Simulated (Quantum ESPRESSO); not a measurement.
# Calculated records

```
! title: E(M) of Cobalt
! method: PBE; plane waves with GBRV 1.5 PBE potentials, no spin-orbit coupling (and 1 further level or step)
! program: Quantum ESPRESSO 7.5
! settings of one run: GBRV 1.5 PBE, potential files Co: co_pbe_v1.2.uspp.F.UPF, cutoff 544.23 eV, 12×12×12 k-mesh, 26 bands, fermi-dirac occupations, smearing width 0.05 eV, collinear spin, SCF threshold 4.00e-9, starting moments 2 2 μB
! cost: 12 runs, 4.3 min in all on 2 MPI ranks of Arm Neoverse V2, shared host (the runs of this entry)
! notes: The run is spin-polarised, with a total moment of 3.39 μB a cell (absolute 3.75). All runs start parallel; opposed orders may lie lower.
! moment of the free run: 3.39 μB a cell
! energy at zero total moment: 586 meV a cell over the lowest
! ΔE/ΔM² from the lowest point to 3.67 and to 3.21 μB: 654 and 333 meV/μB²
CELL_PARAMETERS angstrom
2.50740 0.00000 0.00000
-1.25370 2.17147 0.00000
0.00000 0.00000 4.06990
ATOMIC_POSITIONS crystal
Co 0.33333 0.66667 0.25000
Co 0.66667 0.33333 0.75000
```

[Logs and program files are shortened in this print: banners, set-up blocks, solver, clock and traceback lines can be left out without a mark of their own.]

[Logs are printed without paths, hosts, clocks, repeated set-up lines and the standing remarks that a program may print on its own settings, such as how far it seeks lower states.]

[Hosts, paths, dates, database ids (printed as entryN), source tags and the programs' standing remarks are cut or masked in the printed files.]

[Where a cell is said to come from a database of computed structures, the database is the Materials Project.]
